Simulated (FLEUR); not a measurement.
# FeGe: a ladder in the smearing, part 2 of 2

Two starts of FeGe are run at each rung of the smearing. Which rung is enough?

FLEUR MaX-R8.1; PBE; all-electron FLAPW, Dirac cores, scalar-relativistic bands.

So far, largest spin moment in the muffin-tin sphere (μB): step 4 (rung 2 (width 0.25 eV), start ferro ++++) 1.09; step 6 (rung 3 (width 0.12 eV), start ferro ++++) 1.23; step 7 (rung 3 (width 0.12 eV), start antiferro ++--) 0.968.

The database entry behind the starting cell differs from later determinations by our own check (about 0.2 % short), so it need not match the best structure at ambient conditions.

### 8. Rung 4 (width 0.05 eV), start ferro ++++

Input file inp.xml:

```
<?xml version="1.0" encoding="UTF-8" standalone="no"?>
<fleurInput fleurInputVersion="0.39">
   <comment>
      FeGe
   </comment>
   <calculationSetup>
      <cutoffs Kmax="3.74" Gmax="11.2" GmaxXC="11.2" numbands="0"/>
      <scfLoop itmax="90" minDistance="0.00002" maxIterBroyd="15" imix="Anderson" alpha="0.05" precondParam="0.0" spinf="2.0" sdNocoIR="T"/>
      <coreElectrons ctail="T" frcor="F" kcrel="0" coretail_lmax="0"/>
      <xcFunctional name="pbe" relativisticCorrections="F"/>
      <magnetism jspins="2"/>
      <soc l_soc="F" theta="0.0" phi="0.0" spav="F"/>
      <expertModes spex="0" secvar="F"/>
      <geometryOptimization l_f="F" forcealpha="1.0" forcemix="BFGS" epsdisp="0.00001" epsforce="0.00001"/>
      <ldaU l_linMix="F" mixParam="0.05" spinf="1.0"/>
   </calculationSetup>
   <cell>
      <bzIntegration valenceElectrons="120.0" mode="hist" fermiSmearingEnergy="0.00183747">
         <kPointListSelection listName="default-1"/>
         <xi:include xmlns:xi="http://www.w3.org/2001/XInclude" href="kpts.xml"> </xi:include>
      </bzIntegration>
      <xi:include xmlns:xi="http://www.w3.org/2001/XInclude" href="sym.xml"> </xi:include>
      <bulkLattice scale="1.0">
         <bravaisMatrix>
            <row-1>    8.8609257982493990     0.0000000000000000     0.0000000000000000</row-1>
            <row-2>    0.0000000000000000     8.8609257982493990     0.0000000000000000</row-2>
            <row-3>    0.0000000000000000     0.0000000000000000     8.8609257982493990</row-3>
         </bravaisMatrix>
      </bulkLattice>
   </cell>
   <atomSpecies>
      <species name="Iron (Fe) 2.800" element="Fe" atomicNumber="26">
         <mtSphere radius="2.19" gridPoints="725" logIncrement="0.017"/>
         <atomicCutoffs lmax="8" lnonsphr="6"/>
         <electronConfig flipSpins="F">
            <coreConfig>(1s1/2) (2s1/2) (2p1/2) (2p3/2)</coreConfig>
            <valenceConfig>(3s1/2) (3p1/2) (3p3/2) (4s1/2) (3d3/2) (3d5/2)</valenceConfig>
            <stateOccupation state="(3d3/2)" spinUp="1.4" spinDown="1.0"/>
            <stateOccupation state="(3d5/2)" spinUp="3.0" spinDown="0.6"/>
         </electronConfig>
         <energyParameters s="4" p="4" d="3" f="4"/>
         <lo type="SCLO" l="0" n="3" eDeriv="0"/>
         <lo type="SCLO" l="1" n="3" eDeriv="0"/>
      </species>
      <species name="Germanium (Ge)" element="Ge" atomicNumber="32">
         <mtSphere radius="2.19" gridPoints="725" logIncrement="0.017"/>
         <atomicCutoffs lmax="8" lnonsphr="6"/>
         <electronConfig flipSpins="F">
            <coreConfig>(1s1/2) (2s1/2) (2p1/2) (2p3/2) (3s1/2) (3p1/2) (3p3/2)</coreConfig>
            <valenceConfig>(4s1/2) (3d3/2) (3d5/2) (4p1/2) (4p3/2)</valenceConfig>
            <stateOccupation state="(4p1/2)" spinUp="0.333333" spinDown="0.333333"/>
            <stateOccupation state="(4p3/2)" spinUp="0.666667" spinDown="0.666667"/>
         </electronConfig>
         <energyParameters s="4" p="4" d="3" f="4"/>
      </species>
   </atomSpecies>
   <atomGroups>
      <atomGroup species="Iron (Fe) 2.800">
         <relPos label="                   1">.1350000000 .1350000000 .1350000000</relPos>
         <relPos label="                   2">.3650000000 -.1350000000 -.3650000000</relPos>
         <relPos label="                   3">-.3650000000 .3650000000 -.1350000000</relPos>
         <relPos label="                   4">-.1350000000 -.3650000000 .3650000000</relPos>
         <force calculate="T" relaxXYZ="TTT"/>
      </atomGroup>
      <atomGroup species="Germanium (Ge)">
         <relPos label="                   5">-.1580000000 -.1580000000 -.1580000000</relPos>
         <relPos label="                   6">-.3420000000 .1580000000 .3420000000</relPos>
         <relPos label="                   7">.3420000000 -.3420000000 .1580000000</relPos>
         <relPos label="                   8">.1580000000 .3420000000 -.3420000000</relPos>
         <force calculate="T" relaxXYZ="TTT"/>
      </atomGroup>
   </atomGroups>
   <output dos="F" band="F" slice="F">
      <bandDOS minEnergy="-.5*Htr" maxEnergy="0.5*Htr" sigma="0.015" storeEVData="T"/>
      <plotting iplot="0" polar="F">
         <plot TwoD="T" vec1="  1.0  0.0  0.0" vec2="  0.0  1.0  0.0" vec3="  0.0  0.0  1.0" zero="  0.0  0.0  0.0" file="plot"/>
      </plotting>
      <moessbauerParams electricFieldGradient="F" isomerShift="F" coreHyperfine="F" valenceHyperfine="F"/>
   </output>
</fleurInput>
```

Input file crystal.txt:

```
FeGe
&input film=F cartesian=F /
4.68900000000  0.00000000000  0.00000000000
0.00000000000  4.68900000000  0.00000000000
0.00000000000  0.00000000000  4.68900000000
1.8897261246
1.0 1.0 1.0

8
26 0.13500000000  0.13500000000  0.13500000000 : 2.800
26 0.36500000000  0.86500000000  0.63500000000 : 2.800
26 0.63500000000  0.36500000000  0.86500000000 : 2.800
26 0.86500000000  0.63500000000  0.36500000000 : 2.800
32 0.84200000000  0.84200000000  0.84200000000
32 0.65800000000  0.15800000000  0.34200000000
32 0.34200000000  0.65800000000  0.15800000000
32 0.15800000000  0.34200000000  0.65800000000

&kpt div1=6 div2=6 div3=6 gamma=T /
```

On the command line:

```bash
$ OMP_NUM_THREADS=1 inpgen -f crystal.txt > inpgen.log  # inp.xml is then edited as shown
$ OMP_NUM_THREADS=1 mpirun -n 4 fleur_MPI > fleur.log
```

Elapsed: 5 min, on 4 MPI ranks of Arm Neoverse N1, shared host; peak memory 0.34 GiB; 20 min of CPU time.

This step gave:

```yaml
free_energy: -367015.0808 eV
program_s_band_gap_on_this_mesh_in_a_metal_only_a_level_spacing: 0 eV
magnetization: 4.346 μB
final_state: ferromagnetic, with opposed induced moments
largest_moment: 1.213 μB
```

The largest moment moves by -0.02 μB from rung 3, at 0.91 times its CPU time.

### 9. Rung 4 (width 0.05 eV), start antiferro ++--

Changes to inp.xml since step 8:

```diff
@@ -44,2 +44,15 @@
       </species>
+      <species name="Iron (Fe) -2.800" element="Fe" atomicNumber="26">
+         <mtSphere radius="2.19" gridPoints="725" logIncrement="0.017"/>
+         <atomicCutoffs lmax="8" lnonsphr="6"/>
+         <electronConfig flipSpins="F">
+            <coreConfig>(1s1/2) (2s1/2) (2p1/2) (2p3/2)</coreConfig>
+            <valenceConfig>(3s1/2) (3p1/2) (3p3/2) (4s1/2) (3d3/2) (3d5/2)</valenceConfig>
+            <stateOccupation state="(3d3/2)" spinUp="1.0" spinDown="1.4"/>
+            <stateOccupation state="(3d5/2)" spinUp="0.6" spinDown="3.0"/>
+         </electronConfig>
+         <energyParameters s="4" p="4" d="3" f="4"/>
+         <lo type="SCLO" l="0" n="3" eDeriv="0"/>
+         <lo type="SCLO" l="1" n="3" eDeriv="0"/>
+      </species>
       <species name="Germanium (Ge)" element="Ge" atomicNumber="32">
@@ -60,2 +73,5 @@
          <relPos label="                   2">.3650000000 -.1350000000 -.3650000000</relPos>
+         <force calculate="T" relaxXYZ="TTT"/>
+      </atomGroup>
+      <atomGroup species="Iron (Fe) -2.800">
          <relPos label="                   3">-.3650000000 .3650000000 -.1350000000</relPos>
@@ -67,2 +83,5 @@
          <relPos label="                   6">-.3420000000 .1580000000 .3420000000</relPos>
+         <force calculate="T" relaxXYZ="TTT"/>
+      </atomGroup>
+      <atomGroup species="Germanium (Ge)">
          <relPos label="                   7">.3420000000 -.3420000000 .1580000000</relPos>
```

Changes to crystal.txt since step 8:

```diff
@@ -11,4 +11,4 @@
 26 0.36500000000  0.86500000000  0.63500000000 : 2.800
-26 0.63500000000  0.36500000000  0.86500000000 : 2.800
-26 0.86500000000  0.63500000000  0.36500000000 : 2.800
+26 0.63500000000  0.36500000000  0.86500000000 : -2.800
+26 0.86500000000  0.63500000000  0.36500000000 : -2.800
 32 0.84200000000  0.84200000000  0.84200000000
```

The job ended after 26 min (4 MPI ranks; peak memory 0.76 GiB; 1.7 h of CPU time).

This step gave:

```
free energy                                                       : -367014.8607 eV
program's band gap on this mesh (in a metal only a level spacing) : 7.83e-8 eV
magnetization                                                     : 0 μB
final state                                                       : antiferromagnetic
largest moment                                                    : 1.081 μB
```

This start lies +55.0 meV a seeded atom from the first, a change of +5.0 meV since rung 3; its largest moment is 1.08 μB.

### 10. Rung 5 (width 0.02 eV), start ferro ++++

Changes to inp.xml since step 9:

```diff
@@ -17,3 +17,3 @@
    <cell>
-      <bzIntegration valenceElectrons="120.0" mode="hist" fermiSmearingEnergy="0.00183747">
+      <bzIntegration valenceElectrons="120.0" mode="hist" fermiSmearingEnergy="0.00073499">
          <kPointListSelection listName="default-1"/>
@@ -44,15 +44,2 @@
       </species>
-      <species name="Iron (Fe) -2.800" element="Fe" atomicNumber="26">
-         <mtSphere radius="2.19" gridPoints="725" logIncrement="0.017"/>
-         <atomicCutoffs lmax="8" lnonsphr="6"/>
-         <electronConfig flipSpins="F">
-            <coreConfig>(1s1/2) (2s1/2) (2p1/2) (2p3/2)</coreConfig>
-            <valenceConfig>(3s1/2) (3p1/2) (3p3/2) (4s1/2) (3d3/2) (3d5/2)</valenceConfig>
-            <stateOccupation state="(3d3/2)" spinUp="1.0" spinDown="1.4"/>
-            <stateOccupation state="(3d5/2)" spinUp="0.6" spinDown="3.0"/>
-         </electronConfig>
-         <energyParameters s="4" p="4" d="3" f="4"/>
-         <lo type="SCLO" l="0" n="3" eDeriv="0"/>
-         <lo type="SCLO" l="1" n="3" eDeriv="0"/>
-      </species>
       <species name="Germanium (Ge)" element="Ge" atomicNumber="32">
@@ -73,5 +60,2 @@
          <relPos label="                   2">.3650000000 -.1350000000 -.3650000000</relPos>
-         <force calculate="T" relaxXYZ="TTT"/>
-      </atomGroup>
-      <atomGroup species="Iron (Fe) -2.800">
          <relPos label="                   3">-.3650000000 .3650000000 -.1350000000</relPos>
@@ -83,5 +67,2 @@
          <relPos label="                   6">-.3420000000 .1580000000 .3420000000</relPos>
-         <force calculate="T" relaxXYZ="TTT"/>
-      </atomGroup>
-      <atomGroup species="Germanium (Ge)">
          <relPos label="                   7">.3420000000 -.3420000000 .1580000000</relPos>
```

Changes to crystal.txt since step 9:

```diff
@@ -11,4 +11,4 @@
 26 0.36500000000  0.86500000000  0.63500000000 : 2.800
-26 0.63500000000  0.36500000000  0.86500000000 : -2.800
-26 0.86500000000  0.63500000000  0.36500000000 : -2.800
+26 0.63500000000  0.36500000000  0.86500000000 : 2.800
+26 0.86500000000  0.63500000000  0.36500000000 : 2.800
 32 0.84200000000  0.84200000000  0.84200000000
```

Run time: 7.3 min. Hardware: 4 MPI ranks; peak memory 0.34 GiB; 29 min of CPU time.

This step gave:

* free energy: -367015.0551 eV
* program's band gap on this mesh (in a metal only a level spacing): 0.01182 eV
* magnetization: 4.229 μB
* final state: ferromagnetic, with opposed induced moments
* largest moment: 1.182 μB

The largest moment moves by -0.03 μB from rung 4, at 1.4 times its CPU time.

### 11. Rung 5 (width 0.02 eV), start antiferro ++--

Changes to inp.xml since step 10:

```diff
@@ -44,2 +44,15 @@
       </species>
+      <species name="Iron (Fe) -2.800" element="Fe" atomicNumber="26">
+         <mtSphere radius="2.19" gridPoints="725" logIncrement="0.017"/>
+         <atomicCutoffs lmax="8" lnonsphr="6"/>
+         <electronConfig flipSpins="F">
+            <coreConfig>(1s1/2) (2s1/2) (2p1/2) (2p3/2)</coreConfig>
+            <valenceConfig>(3s1/2) (3p1/2) (3p3/2) (4s1/2) (3d3/2) (3d5/2)</valenceConfig>
+            <stateOccupation state="(3d3/2)" spinUp="1.0" spinDown="1.4"/>
+            <stateOccupation state="(3d5/2)" spinUp="0.6" spinDown="3.0"/>
+         </electronConfig>
+         <energyParameters s="4" p="4" d="3" f="4"/>
+         <lo type="SCLO" l="0" n="3" eDeriv="0"/>
+         <lo type="SCLO" l="1" n="3" eDeriv="0"/>
+      </species>
       <species name="Germanium (Ge)" element="Ge" atomicNumber="32">
@@ -60,2 +73,5 @@
          <relPos label="                   2">.3650000000 -.1350000000 -.3650000000</relPos>
+         <force calculate="T" relaxXYZ="TTT"/>
+      </atomGroup>
+      <atomGroup species="Iron (Fe) -2.800">
          <relPos label="                   3">-.3650000000 .3650000000 -.1350000000</relPos>
@@ -67,2 +83,5 @@
          <relPos label="                   6">-.3420000000 .1580000000 .3420000000</relPos>
+         <force calculate="T" relaxXYZ="TTT"/>
+      </atomGroup>
+      <atomGroup species="Germanium (Ge)">
          <relPos label="                   7">.3420000000 -.3420000000 .1580000000</relPos>
```

Changes to crystal.txt since step 10:

```diff
@@ -11,4 +11,4 @@
 26 0.36500000000  0.86500000000  0.63500000000 : 2.800
-26 0.63500000000  0.36500000000  0.86500000000 : 2.800
-26 0.86500000000  0.63500000000  0.36500000000 : 2.800
+26 0.63500000000  0.36500000000  0.86500000000 : -2.800
+26 0.86500000000  0.63500000000  0.36500000000 : -2.800
 32 0.84200000000  0.84200000000  0.84200000000
```

It took 27 min on 4 MPI ranks; peak memory 0.79 GiB; 1.8 h of CPU time.

Numbers from this step:

```
free energy                                                       : -367014.8385 eV
program's band gap on this mesh (in a metal only a level spacing) : 4.57e-8 eV
magnetization                                                     : 0 μB
final state                                                       : antiferromagnetic
largest moment                                                    : 1.093 μB
```

This start lies +54.1 meV a seeded atom from the first, a change of -0.9 meV since rung 4; its largest moment is 1.09 μB.

### 12. An attempt with other settings

An input with a fault is tried, to see how the program answers.

Input file inp.xml:

```
<?xml version="1.0" encoding="UTF-8" standalone="no"?>
<fleurInput fleurInputVersion="0.39">
   <comment>
      FeGe
   </comment>
   <calculationSetup>
      <cutoffs Kmax="3.74" Gmax="11.2" GmaxXC="11.2" numbands="0"/>
      <scfLoop itmax="60" minDistance="0.00002" maxIterBroyd="15" imix="Anderson" alpha="0.05" precondParam="0.0" spinf="2.0" sdNocoIR="T"/>
      <coreElectrons ctail="T" frcor="F" kcrel="0" coretail_lmax="0"/>
      <xcFunctional name="pbe96" relativisticCorrections="F"/>
      <magnetism jspins="2"/>
      <soc l_soc="F" theta="0.0" phi="0.0" spav="F"/>
      <expertModes spex="0" secvar="F"/>
      <geometryOptimization l_f="F" forcealpha="1.0" forcemix="BFGS" epsdisp="0.00001" epsforce="0.00001"/>
      <ldaU l_linMix="F" mixParam="0.05" spinf="1.0"/>
   </calculationSetup>
   <cell>
      <bzIntegration valenceElectrons="120.0" mode="hist" fermiSmearingEnergy="0.00110248">
         <kPointListSelection listName="default-1"/>
         <xi:include xmlns:xi="http://www.w3.org/2001/XInclude" href="kpts.xml"> </xi:include>
      </bzIntegration>
      <xi:include xmlns:xi="http://www.w3.org/2001/XInclude" href="sym.xml"> </xi:include>
      <bulkLattice scale="1.0">
         <bravaisMatrix>
            <row-1>    8.8609257982493990     0.0000000000000000     0.0000000000000000</row-1>
            <row-2>    0.0000000000000000     8.8609257982493990     0.0000000000000000</row-2>
            <row-3>    0.0000000000000000     0.0000000000000000     8.8609257982493990</row-3>
         </bravaisMatrix>
      </bulkLattice>
   </cell>
   <atomSpecies>
      <species name="Iron (Fe) 2.800" element="Fe" atomicNumber="26">
         <mtSphere radius="2.19" gridPoints="725" logIncrement="0.017"/>
         <atomicCutoffs lmax="8" lnonsphr="6"/>
         <electronConfig flipSpins="F">
            <coreConfig>(1s1/2) (2s1/2) (2p1/2) (2p3/2)</coreConfig>
            <valenceConfig>(3s1/2) (3p1/2) (3p3/2) (4s1/2) (3d3/2) (3d5/2)</valenceConfig>
            <stateOccupation state="(3d3/2)" spinUp="1.4" spinDown="1.0"/>
            <stateOccupation state="(3d5/2)" spinUp="3.0" spinDown="0.6"/>
         </electronConfig>
         <energyParameters s="4" p="4" d="3" f="4"/>
         <lo type="SCLO" l="0" n="3" eDeriv="0"/>
         <lo type="SCLO" l="1" n="3" eDeriv="0"/>
      </species>
      <species name="Germanium (Ge)" element="Ge" atomicNumber="32">
         <mtSphere radius="2.19" gridPoints="725" logIncrement="0.017"/>
         <atomicCutoffs lmax="8" lnonsphr="6"/>
         <electronConfig flipSpins="F">
            <coreConfig>(1s1/2) (2s1/2) (2p1/2) (2p3/2) (3s1/2) (3p1/2) (3p3/2)</coreConfig>
            <valenceConfig>(4s1/2) (3d3/2) (3d5/2) (4p1/2) (4p3/2)</valenceConfig>
            <stateOccupation state="(4p1/2)" spinUp="0.333333" spinDown="0.333333"/>
            <stateOccupation state="(4p3/2)" spinUp="0.666667" spinDown="0.666667"/>
         </electronConfig>
         <energyParameters s="4" p="4" d="3" f="4"/>
      </species>
   </atomSpecies>
   <atomGroups>
      <atomGroup species="Iron (Fe) 2.800">
         <relPos label="                   1">.1350000000 .1350000000 .1350000000</relPos>
         <relPos label="                   2">.3650000000 -.1350000000 -.3650000000</relPos>
         <relPos label="                   3">-.3650000000 .3650000000 -.1350000000</relPos>
         <relPos label="                   4">-.1350000000 -.3650000000 .3650000000</relPos>
         <force calculate="T" relaxXYZ="TTT"/>
      </atomGroup>
      <atomGroup species="Germanium (Ge)">
         <relPos label="                   5">-.1580000000 -.1580000000 -.1580000000</relPos>
         <relPos label="                   6">-.3420000000 .1580000000 .3420000000</relPos>
         <relPos label="                   7">.3420000000 -.3420000000 .1580000000</relPos>
         <relPos label="                   8">.1580000000 .3420000000 -.3420000000</relPos>
         <force calculate="T" relaxXYZ="TTT"/>
      </atomGroup>
   </atomGroups>
   <output dos="F" band="F" slice="F">
      <bandDOS minEnergy="-.5*Htr" maxEnergy="0.5*Htr" sigma="0.015" storeEVData="T"/>
      <plotting iplot="0" polar="F">
         <plot TwoD="T" vec1="  1.0  0.0  0.0" vec2="  0.0  1.0  0.0" vec3="  0.0  0.0  1.0" zero="  0.0  0.0  0.0" file="plot"/>
      </plotting>
      <moessbauerParams electricFieldGradient="F" isomerShift="F" coreHyperfine="F" valenceHyperfine="F"/>
   </output>
</fleurInput>
```

Input file crystal.txt:

```
FeGe
&input film=F cartesian=F /
4.68900000000  0.00000000000  0.00000000000
0.00000000000  4.68900000000  0.00000000000
0.00000000000  0.00000000000  4.68900000000
1.8897261246
1.0 1.0 1.0

8
26 0.13500000000  0.13500000000  0.13500000000 : 2.800
26 0.36500000000  0.86500000000  0.63500000000 : 2.800
26 0.63500000000  0.36500000000  0.86500000000 : 2.800
26 0.86500000000  0.63500000000  0.36500000000 : 2.800
32 0.84200000000  0.84200000000  0.84200000000
32 0.65800000000  0.15800000000  0.34200000000
32 0.34200000000  0.65800000000  0.15800000000
32 0.15800000000  0.34200000000  0.65800000000

&kpt div1=6 div2=6 div3=6 gamma=T /
```

Elapsed: 2.5 s, on 4 MPI ranks; peak memory 0.14 GiB.

The program refused the input before any cycle.

The program's message: “XML document cannot be validated against Schema.”

The fault in the input: an unknown functional.

The functional must be one that the program lists.

### 13. Side by side

Ladder, by row:

| rung | smearing (eV) | state from the first start | state from the second start | second less first (meV a seeded atom) | moment, first (μB) | moment, second (μB) | CPU time (s), all starts |
| --- | --- | --- | --- | --- | --- | --- | --- |
| 1 | 0.5 | non-magnetic | non-magnetic | 0 | 0 | 0 | 7934 |
| 3 | 0.12 | ferromagnetic | antiferromagnetic | 50.07 | 1.234 | 0.9679 | 7626 |
| 4 | 0.05 | ferromagnetic | antiferromagnetic | 55.02 | 1.213 | 1.081 | 7396 |
| 5 | 0.02 | ferromagnetic | antiferromagnetic | 54.14 | 1.182 | 1.093 | 8296 |

### 14. Outcome

```yaml
range_of_the_moment_in_the_table_first_start: 0 to 1.23 μB
range_of_cpu_time: 2.1 h to 2.3 h
range_of_the_energy_difference: 0 to 55.0 meV a seeded atom
first_rung_from_which_all_stay_within_2p7_mev_of_the_last_moments_within_0p06_mu_b: 4
```

What this shows: From rung 4 on the result stays within 0.88 meV of the last rung, inside the margin of 2.7 meV (5 % of the last value, 2 meV at least; moments within 0.06 μB), at 89 % of the last rung's cost. The mesh stays the same, and a narrow smearing needs a finer one, so the last rung is no sure reference. Rung 2 gave no pair of finished runs and is missing from the table. Differences are of free energies, so a wide smearing enters them. The end states change along the ladder, as the table shows.

[Logs and program files are shortened in this print: banners, set-up blocks, solver, clock and traceback lines can be left out without a mark of their own.]

[Logs are printed without paths, hosts, clocks, repeated set-up lines and the standing remarks that a program may print on its own settings, such as how far it seeks lower states.]

[Hosts, paths, dates, database ids (printed as entryN), source tags and the programs' standing remarks are cut or masked in the printed files.]

[Where a cell is said to come from a database of computed structures, the database is the Materials Project.]
